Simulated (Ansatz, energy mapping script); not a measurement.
# TiI2 in the CdI2 structure: energy mapping under PBEsol+U (1.8 eV)

How strongly do the moments of TiI2 in the CdI2 structure couple under PBEsol+U (1.8 eV)? The plan is to run several orders and fit a Heisenberg model.

Program: Ansatz 0.2.0. Level of theory: PBEsol with U = 1.8 eV on Ti d, ortho-atomic projectors; plane waves, U on orthogonalised atomic orbitals unless named otherwise, collinear spin, no spin–orbit coupling. Results are calculated unless marked as measured.

### Step 1. The structure

It takes space group P-3m1 (No. 164, trigonal). Conventional cell: a = 4.119 Å, b = 4.119 Å, c = 6.425 Å, α = 90.00°, β = 90.00°, γ = 120.00°. Ti has 6 I at 2.89 Å nearest. Nearest to I lie 3 Ti at 2.89 Å. CdI2 prototype, lattice guessed from radii. Farther neighbours and most contacts between anions are not listed.

Coordinates:

```cif
data_structure
_symmetry_space_group_name_H-M 'P 1'
_symmetry_Int_Tables_number 1
_cell_length_a 4.1187
_cell_length_b 4.1187
_cell_length_c 6.4254
_cell_angle_alpha 90.000
_cell_angle_beta 90.000
_cell_angle_gamma 120.000
_cell_volume 94.40
loop_
_atom_site_label
_atom_site_type_symbol
_atom_site_fract_x
_atom_site_fract_y
_atom_site_fract_z
_atom_site_occupancy
Ti1 Ti 0.00000 0.00000 0.00000 1
I2 I 0.33333 0.66667 0.25549 1
I3 I 0.66667 0.33333 0.74451 1
```

This cell was built for the study (CdI2 prototype, lattice guessed from radii), not taken from an experiment; the compound need not form in this structure.

The cell was relaxed beforehand in Ansatz under PBEsol with U = 3 eV on Ti d, ortho-atomic projectors, D3(BJ) dispersion, from parallel moments.

The U corrects the self-interaction that lets semilocal functionals spread d and f electrons too far. Its value here is typed, not computed.

### Step 2. Seed run in the crystal's own cell

A corrected shell can settle in several orbital fillings. One parallel run, with an occupation width a fifth wider than the orders use, therefore is to supply the occupation matrices. All orders start from them.

File input.yaml:

```yaml
crystal:
  lattice:
    - [4.118727608, 0.0, 0.0]
    - [-2.059363804, 3.56692274, 0.0]
    - [0.0, 0.0, 6.425441248]
  atoms:
    - { symbol: Ti, position: [0.0, 0.0, 0.0], spin: 1.0 }
    - { symbol: I, position: [0.333333333, 0.666666667, 0.255491113] }
    - { symbol: I, position: [0.666666667, 0.333333333, 0.744508887] }
magnetization:
  spin_polarized: true
kpoints:
  mp_grid: { grid: [8, 8, 5] }
hamiltonian:
  xc: pbesol
  hubbard:
    sites: [{ species: Ti, l: d, u_eff: 1.8 }]
    projectors: ortho-atomic
scf:
  occupations: { method: fermi_dirac, width: 0.06 }
output:
  eigenvalues: true
```

Launch:

```console
$ ansatz run input.yaml --threads 4 --pin off --max-ram 8192MiB --backend cpu --events-out ev --progress --plain --runs-dir out
```

Numbers of over 12 decimals in the logs are rounded to 6 here.

Log:

```text
Engine: ansatz 0.2.0, aarch64-unknown-linux-gnu
Pseudopotentials: kind: paw
Pseudopotential: Ti, paw, valence charge 12, recommended cutoff 420 eV (normal), Ti.paw.azcp
Pseudopotential: I, paw, valence charge 17, recommended cutoff 420 eV (normal), I.paw.azcp
Functional definition: PBEsol
  exchange = pbesol_x
  correlation = pbesol_c
Crystal: 3 atoms, lattice volume = 94.397 Å³
Basis set: ecut = 420 eV, 1797 PW (Γ)
Bands: 29, of which v1, the nominal top of the filled ones, is band 23 counted from 1 (22 counted from 0)
Symmetry: 12 space group operations
Space group: P-3m1 (ITA 164), of the structure as read, at distance tolerance 4.6e-5 Å
Magnetic group: BNS 164.85 (UNI 1315), of the structure as read, at distance tolerance 4.6e-5 Å
k-points: 40 of 320
Non-local potential: Ti, projectors of the file, l = 0: 3, l = 1: 2, l = 2: 3, l = 3: 1
Non-local potential: I, projectors of the file, l = 0: 2, l = 1: 2, l = 2: 2, l = 3: 2
PAW form: soft (Blöchl's): semilocal exchange-correlation on the pseudo side does not see the compensation charge
PAW frozen core: Ti, regenerated for the run's functional, and the local potential with it (the file was generated under x = pbe(κ = 0.804, μ = 0.219515), c = pbe(β = 0.066725))
PAW frozen core: I, regenerated for the run's functional, and the local potential with it (the file was generated under x = pbe(κ = 0.804, μ = 0.219515), c = pbe(β = 0.066725))
PAW one-centre angular grid: Ti, 590 points (default); XC on 64 Gauss nodes
PAW one-centre angular grid: I, 590 points (default); XC on 64 Gauss nodes
Initial density: superposition of atomic densities (chi_scale 0.1, normalization cell, long waves kept (reshape's long-wave potential 0.05 eV rms))
Starting moments: Σ|m| = 1 μB on 1 of 3 sites
Initial wavefunctions: pseudopotential atomic-orbital guess
Functional: x = pbesol(κ = 0.804, μ = 0.123457), c = pbesol(β = 0.046)
SCF iter   1: F=—  HF=-17341.359715 eV  |F-HF|=—  |Δ(HF+E_count)|=         —  Δρ=7.67e-2 (↑7.67e-2 ↓2.66e-2)  dr2=2.47e1  dr2_m=7.82e-1  M=2.037 μB ∫|m|=2.429 μB  β_m=1.00  ethr=3.10e-3  ⟨swp⟩=6.5  Hψ=11362  notcnv=0
preconditioner: auto → Kerker (q_TF=auto, 2.420 Å⁻¹)  [metal: Δε(μ)=0.010 eV  Ē_g=6.912 eV  σ=0.060 eV  W_gap=0.04  n_scr=22 (ndim 8)  ℏωp=16.2 eV  f_vac=0.028  D(μ)=4.63/eV (n_scr^D=36)]
spin=Collinear: Kerker preconditioning applied to the charge; magnetization (m = ρ↑ − ρ↓) channel mixes plain (no charge-response kernel on spin).
SCF iter   2: F=—  HF=-17339.430282 eV  |F-HF|=—  |Δ(HF+E_count)|=    1.93e0  Δρ=1.78e-2 (↑1.78e-2 ↓1.53e-2)  dr2=3.38e0  dr2_m=3.87e-2  M=2.000 μB ∫|m|=2.281 μB  β_m=1.00  ethr=3.10e-3  ⟨swp⟩=3.8  Hψ=5844  notcnv=0
[...]
SCF iter  15: F=—  HF=-17339.426795 eV  |F-HF|=—  |Δ(HF+E_count)|=   8.14e-7  Δρ=5.37e-6 (↑5.37e-6 ↓3.82e-6)  dr2=1.38e-7  dr2_m=3.72e-9  M=2.000 μB ∫|m|=2.122 μB  β_m=0.99  ethr=1.39e-9  ⟨swp⟩=2.0  Hψ=3219  notcnv=0  defer=51
SCF iter  16: F=-17339.426796 eV  HF=-17339.426796 eV  |F-HF|=6.27e-9  |Δ(HF+E_count)|=   1.59e-7  Δρ=2.32e-6 (↑2.32e-6 ↓1.61e-6)  dr2=2.82e-8  dr2_m=5.46e-10  M=2.000 μB ∫|m|=2.122 μB  ethr=2.17e-10  ⟨swp⟩=6.5  Hψ=7932  notcnv=0
SCF 1 converged in 16 iterations: F = -17339.426796 eV  dr2 = 2.82e-8
[...]
Symmetry: 4 space group operations
k-points: 93 of 320
[...]
Starting moments: Σ|m| = 1 μB on 1 of 3 sites; this step starts from the density that it was given
[...]
spin=Collinear: Resta preconditioning applied to the charge; magnetization (m = ρ↑ − ρ↓) channel mixes plain (no charge-response kernel on spin).
[...]
an SCF along what the orbitals of the run's state read of its open shells (or to have them read: on a GPU, or by another smearing), with 8 of the crystal's symmetry operations given up (93 k-points in place of 40), reached no lower state that the run goes on to. This is no proof of a minimum
SCF converged after 16 iterations
Magnetization: 2.0000 μB (24.0000 up, 22.0000 down)
Absolute magnetization: 2.1250 μB (∫|ρ↑−ρ↓|, with the PAW one-centre terms)
Spin contamination: 0.0117 ħ² per cell (⟨S²⟩ above its minimum at these occupations)
Per-site moments (μB) at R_I (Å): [(1.657954, 1.191949), (-0.018772, 1.191949), (-0.018772, 1.191949)]
Free energy (F): -17339.426796 eV
Harris-Foulkes:  -17339.426796 eV  (|F-HF|=6.27e-9)
Internal energy: -17339.426784 eV  (E = F + TS)
E sigma→0 (E₀):  -17339.426790 eV
Entropy (-TS):   -0.000012 eV (-0.004 meV/atom)
Fermi energy:    9.080411 eV
--- Per-component energies (eV) ---
  E_band       = -923.123997
  E_kinetic    = 650.943477
  E_local      = -4931.917075  (includes V_loc(G=0)·N_el)
  E_nonlocal   = -162.609475
  E_hartree    = 2453.870871
  E_xc         = -350.163116
  E_vxc        = -377.242818  (∫ρ·V_xc dr)
  E_hubbard    = 0.733993  (on-site DFT+U / exact-exchange correction)
  E_vhub       = -1.059940  (the Hubbard potential's part of the band-sum identity)
  E_paw        = -10498.809876  (= ΣΔE_a)
  E_vpaw       = -1008.978126  (= ΣTr[D̂ρ^β])
  E_aug_tail   = 0.000145  (compensation charges beyond the density's cutoff)
  E_ewald      = -4502.439396
  E_core_change = 0.963668  (= ΣΔE_core)
  E_smearing   = -0.000012  (= −TS)
  E_closure    = -0.000000  (closes the sum)
  Σ components = -17339.426796   (vs F -17339.426796, Δ=0.00e0)
--- Band table (eV; the first three rows and the last of 80) ---
  k-point 0 ↑: bands = [... 19 lower, 6.7833, 6.7833, 7.1382, 7.6542, 7.6542, 9.5793, 10.7680, 10.7680, ... 2 higher]
  k-point 1 ↑: bands = [... 19 lower, 6.5216, 6.7086, 6.7086, 7.6476, 7.6476, 9.6019, 10.8599, 10.8599, ... 2 higher]
  k-point 2 ↑: bands = [... 19 lower, 5.6098, 6.5784, 6.5784, 7.6367, 7.6367, 9.6109, 11.0161, 11.0161, ... 2 higher]
  k-point 39 ↓: bands = [... 19 lower, 4.7868, 5.8770, 5.9985, 10.6772, 11.4562, 11.6723, 11.7377, 12.0519, ... 2 higher]
Occupation matrices written to <dir>
```

Run time: 28 s. Hardware: 4 threads of Arm Neoverse V2, shared host; peak memory 1.4 GiB; 1.8 min of CPU time.

This step gave:

* final state: ferromagnetic
* electrons in the corrected shells: 2.809 e
* largest moment: 1.658 μB

### Step 3. Order 1: parallel, cell A of 6 atoms

Each cell gets its own parallel run on the same mesh, so that most of the mesh error cancels in the differences.

File input.yaml:

```yaml
crystal:
  lattice:
    - [-4.118727608, 0.0, 0.0]
    - [0.0, 0.0, -6.425441248]
    - [0.0, -7.13384548, 0.0]
  atoms:
    - { symbol: Ti, position: [0.5, 0.0, 0.5], spin: 1.0 }
    - { symbol: Ti, position: [0.0, 0.0, 0.0], spin: 1.0 }
    - { symbol: I, position: [0.500000001, 0.744508887, 0.166666666] }
    - { symbol: I, position: [0.0, 0.744508887, 0.666666666] }
    - { symbol: I, position: [0.0, 0.255491113, 0.333333334] }
    - { symbol: I, position: [0.499999999, 0.255491113, 0.833333334] }
magnetization:
  spin_polarized: true
kpoints:
  mp_grid: { grid: [7, 5, 4] }
hamiltonian:
  xc: pbesol
  hubbard:
    sites:
      - { species: Ti, l: d, u_eff: 1.8 }
      - { site: 0, l: d, u_eff: 1.8, starting_ns: [{ spin: up, occupation_matrix: ti1_major }, { spin: down, occupation_matrix: ti1_minor }] }
      - { site: 1, l: d, u_eff: 1.8, starting_ns: [{ spin: up, occupation_matrix: ti1_major }, { spin: down, occupation_matrix: ti1_minor }] }
    projectors: ortho-atomic
    occupation_matrices:
      ti1_major:
        matrix:
          - [0.08, 0.0, 0.0, 0.0, 0.0]
          - [0.0, 0.544, 0.0, 0.0, -0.384]
          - [0.0, 0.0, 0.544, -0.384, 0.0]
          - [0.0, 0.0, -0.384, 0.615, 0.0]
          - [0.0, -0.384, 0.0, 0.0, 0.615]
      ti1_minor:
        matrix:
          - [0.042, 0.0, 0.0, 0.0, 0.0]
          - [0.0, 0.11, 0.0, 0.0, 0.054]
          - [0.0, 0.0, 0.11, 0.054, 0.0]
          - [0.0, 0.0, 0.054, 0.074, 0.0]
          - [0.0, 0.054, 0.0, 0.0, 0.074]
scf:
  occupations: { method: fermi_dirac, width: 0.05 }
output:
  eigenvalues: true
```

Log:

```text
[...]
Crystal: 6 atoms, lattice volume = 188.795 Å³
Basis set: ecut = 420 eV, 3663 PW (Γ)
Bands: 57, of which v1, the nominal top of the filled ones, is band 46 counted from 1 (45 counted from 0)
Symmetry: 8 space group operations
[...]
k-points: 44 of 140
[...]
Starting moments: Σ|m| = 2 μB on 2 of 6 sites
[...]
SCF iter   1: F=—  HF=-34683.791992 eV  |F-HF|=—  |Δ(HF+E_count)|=         —  Δρ=7.37e-2 (↑7.37e-2 ↓2.68e-2)  dr2=4.36e1  dr2_m=1.49e0  M=4.075 μB ∫|m|=4.353 μB  β_m=1.00  ethr=3.10e-3  ⟨swp⟩=8.2  Hψ=22458  notcnv=0  defer=23
[...]
SCF iter  13: F=-34678.853558 eV  HF=-34678.853558 eV  |F-HF|=9.72e-9  |Δ(HF+E_count)|=   7.34e-7  Δρ=2.34e-6 (↑2.34e-6 ↓1.91e-6)  dr2=5.18e-8  dr2_m=1.21e-9  M=4.000 μB ∫|m|=4.244 μB  ethr=1.09e-10  ⟨swp⟩=13.5  Hψ=23790  notcnv=0
SCF 1 converged in 13 iterations: F = -34678.853558 eV  dr2 = 5.18e-8
[...]
SCF converged after 13 iterations
Magnetization: 4.0000 μB (48.0000 up, 44.0000 down)
Absolute magnetization: 4.2501 μB (∫|ρ↑−ρ↓|, with the PAW one-centre terms)
[...]
Per-site moments (μB) at R_I (Å): [(1.657947, 1.191949), (1.657947, 1.191949), (-0.018766, 1.191949), (-0.018766, 1.191949), (-0.018766, 1.191949), (-0.018766, 1.191949)]
Free energy (F): -34678.853558 eV
[...]
Internal energy: -34678.853555 eV  (E = F + TS)
E sigma→0 (E₀):  -34678.853556 eV
Entropy (-TS):   -0.000003 eV (-0.000 meV/atom)
Fermi energy:    9.075612 eV
[...]
--- Specified on-site occupations, and those of the state reported ---
  electrons in the specified blocks: 5.6160 specified, 5.6177 found
  site 0 (l=d) ↓: largest change of an orbital's occupation 0.0005; electrons 0.4100 specified, 0.4101 found; spectral distance 0.0005
[...]
site 0 (l=d) ↑: largest change of an orbital's occupation 0.0004; electrons 2.3980 specified, 2.3988 found; spectral distance 0.0005
[...]
--- Band table (eV; the first three rows and the last of 88) ---
  k-point 0 ↑: bands = [... 42 lower, 6.7833, 7.1382, 7.6366, 7.6542, 7.6542, 8.4795, 9.5793, 9.8737, ... 7 higher]
  k-point 1 ↑: bands = [... 42 lower, 6.4800, 6.9538, 7.6805, 7.7578, 7.8920, 8.4043, 9.6731, 9.8802, ... 7 higher]
  k-point 2 ↑: bands = [... 42 lower, 6.4241, 6.4241, 7.7523, 7.7523, 8.2008, 8.2008, 9.7947, 9.7947, ... 7 higher]
  k-point 43 ↓: bands = [... 42 lower, 6.0406, 6.1735, 10.3384, 10.4534, 11.2879, 11.4344, 11.4345, 11.5166, ... 7 higher]
Occupation matrices written to <dir>
```

Wall time 20 s (4 threads); peak memory 1.1 GiB; 80 s of CPU time.

Spin moment in the sphere by atom:

```csv
atom,spin moment in the sphere (μB)
Ti1,1.66
Ti2,1.66
I3,-0.02
I4,-0.02
I5,-0.02
I6,-0.02
```

The run ends ferromagnetic.

### Step 4. Run 2 (compensated +−; cell A, 6 atoms)

This order reverses 4 of the 6 neighbours at 4.12 Å, 0 of the 2 neighbours at 6.42 Å and 4 of the 6 neighbours at 7.13 Å, counted for an average magnetic atom.

input.yaml, as its differences from that of step 3:

```diff
@@ -7,3 +7,3 @@
     - { symbol: Ti, position: [0.5, 0.0, 0.5], spin: 1.0 }
-    - { symbol: Ti, position: [0.0, 0.0, 0.0], spin: 1.0 }
+    - { symbol: Ti, position: [0.0, 0.0, 0.0], spin: -1.0 }
     - { symbol: I, position: [0.500000001, 0.744508887, 0.166666666] }
@@ -22,3 +22,3 @@
       - { site: 0, l: d, u_eff: 1.8, starting_ns: [{ spin: up, occupation_matrix: ti1_major }, { spin: down, occupation_matrix: ti1_minor }] }
-      - { site: 1, l: d, u_eff: 1.8, starting_ns: [{ spin: up, occupation_matrix: ti1_major }, { spin: down, occupation_matrix: ti1_minor }] }
+      - { site: 1, l: d, u_eff: 1.8, starting_ns: [{ spin: up, occupation_matrix: ti1_minor }, { spin: down, occupation_matrix: ti1_major }] }
     projectors: ortho-atomic
```

Log:

```text
[...]
Crystal: 6 atoms, lattice volume = 188.795 Å³
Basis set: ecut = 420 eV, 3663 PW (Γ)
Bands: 57, of which v1, the nominal top of the filled ones, is band 46 counted from 1 (45 counted from 0)
Symmetry: 4 space group operations
[...]
k-points: 44 of 140
[...]
Starting moments: Σ|m| = 2 μB on 2 of 6 sites
Starting magnetic order: antiferromagnet; a translation exchanges its spin sublattices: spin-degenerate at every k-point
[...]
SCF iter   1: F=—  HF=-34683.759909 eV  |F-HF|=—  |Δ(HF+E_count)|=         —  Δρ=5.50e-2 (↑5.50e-2 ↓5.50e-2)  dr2=4.34e1  dr2_m=1.42e0  M=0.000 μB ∫|m|=4.255 μB  β_m=1.00  ethr=3.10e-3  ⟨swp⟩=8.1  Hψ=11321  notcnv=0  defer=9
[...]
SCF iter  16: F=-34678.894943 eV  HF=-34678.894943 eV  |F-HF|=2.09e-8  |Δ(HF+E_count)|=   2.46e-7  Δρ=2.40e-6 (↑2.40e-6 ↓2.40e-6)  dr2=1.05e-8  dr2_m=4.69e-9  M=0.000 μB ∫|m|=4.088 μB  ethr=1.09e-10  ⟨swp⟩=14.2  Hψ=9701  notcnv=0
SCF 1 converged in 16 iterations: F = -34678.894943 eV  dr2 = 1.05e-8
[...]
SCF converged after 16 iterations
Magnetization: 0.0000 μB (46.0000 up, 46.0000 down)
Absolute magnetization: 4.0868 μB (∫|ρ↑−ρ↓|, with the PAW one-centre terms)
[...]
Per-site moments (μB) at R_I (Å): [(1.608466, 1.191949), (-1.608466, 1.191949), (0.00558638, 1.191949), (-0.00558638, 1.191949), (-0.00558638, 1.191949), (0.00558638, 1.191949)]
Free energy (F): -34678.894943 eV
[...]
Internal energy: -34678.894942 eV  (E = F + TS)
E sigma→0 (E₀):  -34678.894943 eV
Entropy (-TS):   -0.000001 eV (-0.000 meV/atom)
Fermi energy:    8.974367 eV
[...]
--- Specified on-site occupations, and those of the state reported ---
  electrons in the specified blocks: 5.6160 specified, 5.6196 found
[...]
--- Band table (eV; the first three rows and the last of 88) ---
  k-point 0 ↑: bands = [... 42 lower, 6.8057, 7.1355, 7.7196, 8.0319, 9.5840, 10.2259, 10.6721, 10.7018, ... 7 higher]
  k-point 1 ↑: bands = [... 42 lower, 6.5718, 6.9675, 7.7931, 8.1193, 9.6673, 10.2094, 10.7148, 10.7688, ... 7 higher]
  k-point 2 ↑: bands = [... 42 lower, 6.4280, 6.5222, 7.8311, 8.1862, 9.7342, 10.1892, 10.7680, 10.8883, ... 7 higher]
  k-point 43 ↓: bands = [... 42 lower, 5.9651, 6.1234, 7.9902, 8.1368, 9.8478, 10.6004, 10.7224, 10.9401, ... 7 higher]
Occupation matrices written to <dir>
```

Run time: 14 s. Hardware: 4 threads; peak memory 1.1 GiB.

Spin moment in the sphere by atom:

```
atom  spin moment in the sphere (μB)
 Ti1                            1.61
 Ti2                           -1.61
  I3                            0.01
  I4                           -0.01
  I5                           -0.01
  I6                            0.01
```

The run ends antiferromagnetic, 20.69 meV a magnetic atom below the parallel order of its cell.

### Step 5. Order 3: parallel, cell B of 6 atoms

A new cell needs its own zero of energy.

This run holds the same structure in another cell (b 6.425 → 7.134 Å, c 7.134 → 7.632 Å, α 90.0 → 117.9°, β 90.0 → 105.7°).

File input.yaml:

```yaml
crystal:
  lattice:
    - [-4.118727608, 0.0, 0.0]
    - [0.0, 7.13384548, 0.0]
    - [2.059363804, -3.56692274, -6.425441248]
  atoms:
    - { symbol: Ti, position: [0.0, 0.0, 0.0], spin: 1.0 }
    - { symbol: Ti, position: [0.5, 0.5, 0.0], spin: 1.0 }
    - { symbol: I, position: [0.872254444, 0.205587777, 0.744508887] }
    - { symbol: I, position: [0.372254444, 0.705587777, 0.744508887] }
    - { symbol: I, position: [0.127745556, 0.794412223, 0.255491113] }
    - { symbol: I, position: [0.627745556, 0.294412223, 0.255491113] }
magnetization:
  spin_polarized: true
kpoints:
  mp_grid: { grid: [7, 5, 7] }
hamiltonian:
  xc: pbesol
  hubbard:
    sites:
      - { species: Ti, l: d, u_eff: 1.8 }
      - { site: 0, l: d, u_eff: 1.8, starting_ns: [{ spin: up, occupation_matrix: ti1_major }, { spin: down, occupation_matrix: ti1_minor }] }
      - { site: 1, l: d, u_eff: 1.8, starting_ns: [{ spin: up, occupation_matrix: ti1_major }, { spin: down, occupation_matrix: ti1_minor }] }
    projectors: ortho-atomic
    occupation_matrices:
      ti1_major:
        matrix:
          - [0.08, 0.0, 0.0, 0.0, 0.0]
          - [0.0, 0.544, 0.0, 0.0, -0.384]
          - [0.0, 0.0, 0.544, -0.384, 0.0]
          - [0.0, 0.0, -0.384, 0.615, 0.0]
          - [0.0, -0.384, 0.0, 0.0, 0.615]
      ti1_minor:
        matrix:
          - [0.042, 0.0, 0.0, 0.0, 0.0]
          - [0.0, 0.11, 0.0, 0.0, 0.054]
          - [0.0, 0.0, 0.11, 0.054, 0.0]
          - [0.0, 0.0, 0.054, 0.074, 0.0]
          - [0.0, 0.054, 0.0, 0.0, 0.074]
scf:
  occupations: { method: fermi_dirac, width: 0.05 }
output:
  eigenvalues: true
```

Log:

```text
[...]
Crystal: 6 atoms, lattice volume = 188.795 Å³
Basis set: ecut = 420 eV, 3641 PW (Γ)
Bands: 57, of which v1, the nominal top of the filled ones, is band 46 counted from 1 (45 counted from 0)
Symmetry: 8 space group operations
[...]
k-points: 72 of 245
[...]
Starting moments: Σ|m| = 2 μB on 2 of 6 sites
[...]
k-point 0 ↑: bands = [... 42 lower, 6.7833, 7.1382, 7.5903, 7.6542, 7.6542, 8.4453, 9.5793, 9.8818, ... 7 higher]
  k-point 1 ↑: bands = [... 42 lower, 6.7430, 6.7979, 7.6027, 7.6505, 7.6506, 8.4522, 9.5947, 9.8797, ... 7 higher]
  k-point 2 ↑: bands = [... 42 lower, 6.6484, 6.6484, 7.6245, 7.6424, 7.6424, 8.4669, 9.6084, 9.8765, ... 7 higher]
  k-point 71 ↓: bands = [... 42 lower, 5.9526, 6.1260, 10.1219, 10.1966, 11.3194, 11.3697, 11.4513, 11.4728, ... 7 higher]
Occupation matrices written to <dir>
[key lines of the parts left out:]
SCF converged after 13 iterations
Magnetization: 4.0000 μB (48.0000 up, 44.0000 down)
Free energy (F): -34678.853598 eV
Fermi energy:    9.077136 eV
```

Wall time 33 s (4 threads); peak memory 1.5 GiB; 2.1 min of CPU time.

The run ends ferromagnetic. For each magnetic atom its energy differs from the parallel run of the first cell by -0.02 meV, an error that one common reference would have brought in.

(Part 1 of 2 ends here.)

[Logs and program files are shortened in this print: banners, set-up blocks, solver, clock and traceback lines can be left out without a mark of their own.]

[Logs are printed without paths, hosts, clocks, repeated set-up lines and the standing remarks that a program may print on its own settings, such as how far it seeks lower states.]

[Hosts, paths, dates, database ids (printed as entryN), source tags and the programs' standing remarks are cut or masked in the printed files.]

[Where a cell is said to come from a database of computed structures, the database is the Materials Project.]
